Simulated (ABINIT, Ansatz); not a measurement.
## AlSbTe3 (Pm-3m): zone-centre phonons

Aim: the zone-centre modes of AlSbTe3 (Pm-3m).

Method: DFT LDA, scalar-relativistic, plane waves, HGH norm-conserving pseudopotentials, in ABINIT 10.8.3.

Most raw output is cut from this account.

The structure was built from a prototype and need not be the compound's stable phase.

## (1) The starting structure

The structure is cubic, space group Pm-3m (No. 221). The conventional cell has a = 5.181 Å, b = 5.181 Å, c = 5.181 Å, α = 90.00°, β = 90.00°, γ = 90.00°. Nearest to Sb lie 12 Te at 3.66 Å. Al has 6 Te at 2.59 Å nearest. Te has 2 Al at 2.59 Å nearest. Farther neighbours and most contacts between anions are not listed.

## (2) Relaxation

The harmonic expansion needs vanishing forces, and a free crystal bears no stress, so cell and atoms are brought to rest. Stress is more sensitive to the basis than forces are: the last 3 Ha under the cutoff are smoothed with ecutsm, and the cutoff is raised above that of the later runs.

The starting cell comes from a relaxation made beforehand in Ansatz (LDA, PseudoDojo NC).

The input, relax.abi:

```
# relaxation
ionmov 2
optcell 2
dilatmx 1.08
ntime 40
tolmxf 1.0d-05
tolvrs 1.0d-14
prtwf 0
prtden 0
chksymtnons 0

# basis, mesh and filling
ecut 26.0
ecutsm 3.0
ixc 7
ngkpt 4 4 4
nshiftk 1
shiftk 0.0 0.0 0.0
istwfk *1
occopt 7
tsmear 0.01
nband 20
nstep 100
diemac 1000000.0
prtebands 0
prtgsr 0

# cell and atoms
acell 9.790999766 9.790999766 9.790999766
rprim 
    1.0 0.0 0.0
    0.0 1.0 0.0
    0.0 0.0 1.0
ntypat 3
znucl 51 13 52
natom 5
typat 1 2 3 3 3
xred 
    0.0 0.0 0.0
    0.5 0.5 0.5
    0.5 0.5 0.0
    0.5 0.0 0.5
    0.0 0.5 0.5
pp_dirpath "./pseudo"
pseudos "Sb.hgh, Al.hgh, Te.hgh"
```

Run with:

```bash
OMP_NUM_THREADS=1 mpirun -n 4 abinit relax.abi > relax.log
```

Elapsed: 2 min, on 4 MPI ranks of Intel Xeon at 2.70GHz, shared host; 7.9 min of CPU time.

Relaxation path:

| step | energy less that of the first step (eV) | largest force (eV/Å) | volume (Å³) |
| --- | --- | --- | --- |
| 1 | 0.0000 | 0.0000 | 139.09 |
| 2 | -0.0009 | 0.0000 | 139.34 |
| 3 | -0.0027 | 0.0000 | 140.56 |
| 4 | -0.0027 | 0.0000 | 140.58 |

| conventional cell, symmetrised | before | after | change |
| --- | --- | --- | --- |
| a (Å) | 5.181 | 5.200 | +0.4 % |
| b (Å) | 5.181 | 5.200 | +0.4 % |
| c (Å) | 5.181 | 5.200 | +0.4 % |
| volume (Å³/atom) | 27.82 | 28.12 | +1.1 % |

Final coordinates:

```cif
data_structure
_symmetry_space_group_name_H-M 'P 1'
_symmetry_Int_Tables_number 1
_cell_length_a 5.1996
_cell_length_b 5.1996
_cell_length_c 5.1996
_cell_angle_alpha 90.000
_cell_angle_beta 90.000
_cell_angle_gamma 90.000
_cell_volume 140.58
loop_
_atom_site_label
_atom_site_type_symbol
_atom_site_fract_x
_atom_site_fract_y
_atom_site_fract_z
_atom_site_occupancy
Sb1 Sb 0.00000 0.00000 0.00000 1
Al2 Al 0.50000 0.50000 0.50000 1
Te3 Te 0.50000 0.50000 0.00000 1
Te4 Te 0.50000 0.00000 0.50000 1
Te5 Te 0.00000 0.50000 0.50000 1
```

This step gave:

| Quantity | Value |
| --- | --- |
| volume per atom | 28.12 Å³ |
| pressure | 9.47e-5 GPa |
| gap on the k-mesh | 0 eV |

The volume changes by +1.1 % from the cell with which this run began.

## (3) Self-consistent run for the response

The response is built on these wavefunctions, so the potential is converged far more tightly than an energy would need. Occupations are smeared.

The input, gs.abi:

```
# ground state
tolvrs 1.0d-16
prtden 1
prtwf 1

# basis, mesh and filling
ecut 20.0
ixc 7
ngkpt 4 4 4
nshiftk 1
shiftk 0.0 0.0 0.0
istwfk *1
occopt 7
tsmear 0.01
nband 20
nstep 100
diemac 1000000.0
prtebands 0
prtgsr 0

# cell and atoms
acell 9.825877485 9.825877485 9.825877485
rprim 
    1.0 0.0 0.0
    0.0 1.0 0.0
    0.0 0.0 1.0
ntypat 3
znucl 51 13 52
natom 5
typat 1 2 3 3 3
xred 
    0.0 0.0 0.0
    0.5 0.5 0.5
    0.5 0.5 0.0
    0.5 0.0 0.5
    0.0 0.5 0.5
pp_dirpath "./pseudo"
pseudos "Sb.hgh, Al.hgh, Te.hgh"
```

Run with:

```bash
OMP_NUM_THREADS=1 mpirun -n 4 abinit gs.abi > gs.log
```

Elapsed: 22 s, on 4 MPI ranks; 86 s of CPU time.

Numbers from this step:

| Quantity | Value |
| --- | --- |
| pressure | -0.1353 GPa |

The cell stands at -0.14 GPa: the relaxation ran with a smoothed and higher cutoff, and the difference is a stress of the finite basis.

## (4) Linear response at Γ

At q = 0 one unit cell holds all displacements. The response is solved for single atoms along the cell's directions, and symmetry skips those that follow from others. The crystal is treated as a metal, which screens a static field, so no field response is asked.

The input, dfpt_gamma.abi:

```

# common to the responses
getwfk_filepath "gso_WFK"
kptopt 2
nqpt 1
qpt 0.0 0.0 0.0
asr 0
chneut 0

# displacements
rfphon 1
rfatpol 1 5
rfdir 1 1 1
tolvrs 1.0d-10
prtwf 0

# basis, mesh and filling
ecut 20.0
ixc 7
ngkpt 4 4 4
nshiftk 1
shiftk 0.0 0.0 0.0
istwfk *1
occopt 7
tsmear 0.01
nband 20
nstep 100
diemac 1000000.0
prtebands 0
prtgsr 0

# cell and atoms
acell 9.825877485 9.825877485 9.825877485
rprim 
    1.0 0.0 0.0
    0.0 1.0 0.0
    0.0 0.0 1.0
ntypat 3
znucl 51 13 52
natom 5
typat 1 2 3 3 3
xred 
    0.0 0.0 0.0
    0.5 0.5 0.5
    0.5 0.5 0.0
    0.5 0.0 0.5
    0.0 0.5 0.5
pp_dirpath "./pseudo"
pseudos "Sb.hgh, Al.hgh, Te.hgh"
```

Run with:

```bash
OMP_NUM_THREADS=1 mpirun -n 4 abinit dfpt_gamma.abi > dfpt_gamma.log
```

The job ended after 1.9 min (4 MPI ranks).

Numbers from this step:

```
largest acoustic frequency at the zone centre before the sum rule : -0.93 cm⁻¹
highest optical zone-centre mode (no LO-TO term)                  : 302.4 cm⁻¹
lowest optical zone-centre mode                                   : -94.67 cm⁻¹
```

The acoustic modes at Γ come out as far as 0.9 cm⁻¹ from zero, where they should vanish, a small numerical error. The lowest optical mode is imaginary, 95i cm⁻¹, an instability at this level and on this k mesh.

## (5) Modes with the sum rule

anaddb reads the merged derivatives and imposes the acoustic sum rule.

The input, anaddb.abi:

```
ddb_filepath "gamma_DDB"
output_file "anaddb.abo"
outdata_prefix "anaddb"
asr 1
chneut 1
enunit 2
eivec 1
nph1l 1
qph1l 0.0 0.0 0.0 1.0
```

The input, mrgddb.in:

```
gamma_DDB
merged
2
dfpt_gammao_DDB
gso_DDB
```

Run with:

```bash
mrgddb < mrgddb.in > mrgddb.log
OMP_NUM_THREADS=1 anaddb anaddb.abi > anaddb.log
```

The job ended after 0.82 s (1 thread).

Read from the output:

```yaml
lowest_optical_zone_centre_mode: -94.68 cm⁻¹
```

No LO-TO term; unit eigenvectors of the mass-weighted matrix, from anaddb's displacements. The modes at Γ (shares of kinetic energy by element, %) (negative means imaginary):

| mode | frequency (cm⁻¹) | symmetry | Sb % | Al % | Te % |
| --- | --- | --- | --- | --- | --- |
| 1 | -94.7 | T1u | 64 | 1 | 35 |
| 2 | -94.7 | T1u | 64 | 1 | 35 |
| 3 | -94.7 | T1u | 64 | 1 | 35 |
| 4 | -54.6 | T2u | 0 | 0 | 100 |
| 5 | -54.6 | T2u | 0 | 0 | 100 |
| 6 | -54.6 | T2u | 0 | 0 | 100 |
| 7 | 0.0 | acoustic | 23 | 5 | 72 |
| 8 | 0.0 | acoustic | 23 | 5 | 72 |
| 9 | 0.0 | acoustic | 23 | 5 | 72 |
| 10 | 12.8 | T1u | 13 | 23 | 64 |
| 11 | 12.8 | T1u | 13 | 23 | 64 |
| 12 | 12.8 | T1u | 13 | 23 | 64 |
| 13 | 302.4 | T1u | 0 | 71 | 29 |
| 14 | 302.4 | T1u | 0 | 71 | 29 |
| 15 | 302.4 | T1u | 0 | 71 | 29 |

Displacements in mode 1 (-94.7 cm⁻¹), the largest set to 1:
```
Sb1  0.00  0.00 -1.00
Al2  0.00  0.00 -0.24
Te3  0.00  0.00 -0.02
Te4  0.00  0.00  0.51
Te5  0.00  0.00  0.51
```

Displacements in mode 10 (12.8 cm⁻¹), the largest set to 1:
```
Sb1  0.00  0.00 -0.35
Al2  0.00  0.00  1.00
Te3  0.00  0.00  0.66
Te4  0.00  0.00 -0.27
Te5  0.00  0.00 -0.27
```

The rule moves no optical mode by more than 0.1 cm⁻¹.

## (6) Sum rules set otherwise (asr 0)

Without the rule the raw error of the acoustic modes shows.

Changes to anaddb.abi since step 5:

```diff
@@ -3,4 +3,4 @@
 outdata_prefix "anaddb"
-asr 1
-chneut 1
+asr 0
+chneut 0
 enunit 2
```

mrgddb.in is that of step 5.

Elapsed: 0.77 s, on 1 thread.

Read from the output:

| Property | Result |
| --- | --- |
| lowest optical zone-centre mode | -94.67 cm⁻¹ |

Zone-centre frequencies as printed; negative means imaginary. Modes:

| mode | frequency (cm⁻¹) |
| --- | --- |
| 1 | -94.67 |
| 2 | -94.67 |
| 3 | -94.67 |
| 4 | -54.63 |
| 5 | -54.63 |
| 6 | -54.63 |
| 7 | -0.93 |
| 8 | -0.93 |
| 9 | -0.93 |
| 10 | 12.75 |
| 11 | 12.75 |
| 12 | 12.75 |
| 13 | 302.4 |
| 14 | 302.4 |
| 15 | 302.4 |

## (7) A second program

The same cell goes through another code, with its own cutoff. The potentials differ.

This step: DFT LDA, scalar-relativistic, plane waves, PseudoDojo norm-conserving pseudopotentials (Ansatz 0.2.0).

The input, input.yaml:

```yaml
crystal:
  lattice:
    - [5.1996304422, 0.0, 0.0]
    - [0.0, 5.1996304422, 0.0]
    - [0.0, 0.0, 5.1996304422]
  atoms:
    - { symbol: Sb, position: [0.0, 0.0, 0.0] }
    - { symbol: Al, position: [0.5, 0.5, 0.5] }
    - { symbol: Te, position: [0.5, 0.5, 0.0] }
    - { symbol: Te, position: [0.5, 0.0, 0.5] }
    - { symbol: Te, position: [0.0, 0.5, 0.5] }
kpoints:
  mp_grid: { grid: [4, 4, 4] }
hamiltonian:
  xc: lda
  pseudopotentials: { kind: nc, accuracy: standard }
scf:
  occupations: { method: gaussian, width: 0.27211 }
output:
  eigenvalues: true
phonons:
  method: dfpt
```

Run with:

```bash
ansatz run input.yaml --threads 4 --pin off --max-ram 8192MiB --backend cpu --events-out ev --progress --plain --runs-dir out
```

Wall time 2 min (4 threads); peak memory 2.5 GiB.

Numbers from this step:

* sum-rule residual before enforcement: 1.59e-4 eV/Å²
* highest optical zone-centre mode (no LO-TO term): 310.4 cm⁻¹
* lowest optical zone-centre mode: -95.11 cm⁻¹

## (8) Side by side: ABINIT HGH and Ansatz, PseudoDojo

Numbers from this step:

| Quantity | Value |
| --- | --- |
| root-mean-square difference | 5.56 cm⁻¹ |
| largest difference | 8 cm⁻¹ |

Optical modes, paired by symmetry label. Frequencies side by side, by row:

| q (reciprocal lattice) | mode | ABINIT HGH (cm⁻¹) | Ansatz, PseudoDojo (cm⁻¹) |
| --- | --- | --- | --- |
| 0 0 0 | 1 | -94.7 | -95.1 |
| 0 0 0 | 2 | -94.7 | -95.1 |
| 0 0 0 | 3 | -94.7 | -95.1 |
| 0 0 0 | 4 | -54.6 | -54.4 |
| 0 0 0 | 5 | -54.6 | -54.4 |
| 0 0 0 | 6 | -54.6 | -54.4 |
| 0 0 0 | 10 | 12.8 | 20.5 |
| 0 0 0 | 11 | 12.8 | 20.5 |
| 0 0 0 | 12 | 12.8 | 20.5 |
| 0 0 0 | 13 | 302.4 | 310.4 |
| 0 0 0 | 14 | 302.4 | 310.4 |
| 0 0 0 | 15 | 302.4 | 310.4 |

At the zone centre the largest difference (acoustic modes at Γ apart) is 3 % of the highest mode.

## (9) What came out

| Quantity | Value |
| --- | --- |
| space group after relaxation | Pm-3m |
| volume per atom | 28.1 Å³ |
| highest optical zone-centre mode (no LO-TO term) | 302.4 cm⁻¹ |
| lowest optical zone-centre mode | -94.7 cm⁻¹ |
| imaginary optical modes at the zone centre (no q mesh in this session) | yes |
| largest difference from Ansatz, PseudoDojo | 8 cm⁻¹ |

What this shows: At the LDA level the optical modes of AlSbTe3 (Pm-3m) at the zone centre run from 95i to 302 cm⁻¹, so the structure is a saddle point, with 6 modes beyond 10i cm⁻¹ there. ABINIT HGH and Ansatz, PseudoDojo differ by 5.6 cm⁻¹ in the root mean square and by 8.0 cm⁻¹ at most, 2.6 % of the highest mode compared (acoustic modes at Γ left out); the two use different potentials, and the cell was not relaxed for the second set. These are harmonic frequencies at zero temperature: anharmonic shifts and linewidths and thermal expansion are left out. Spin-orbit coupling is left out, which can matter for the heavy elements here. The HGH files keep few electrons and have no core correction, which is cheap but rough for Sb. In a metal the frequencies hang on the k mesh and the smearing, most of all near Kohn anomalies. The structure is a hypothetical one, built on a prototype.

[Host names and launcher messages were left out of these logs when they were recorded.]

[Logs are printed without paths, hosts, clocks, repeated set-up lines and the standing remarks that a program may print on its own settings, such as how far it seeks lower states.]

[Hosts, paths, dates, database ids (printed as entryN), source tags and the programs' standing remarks are cut or masked in the printed files.]
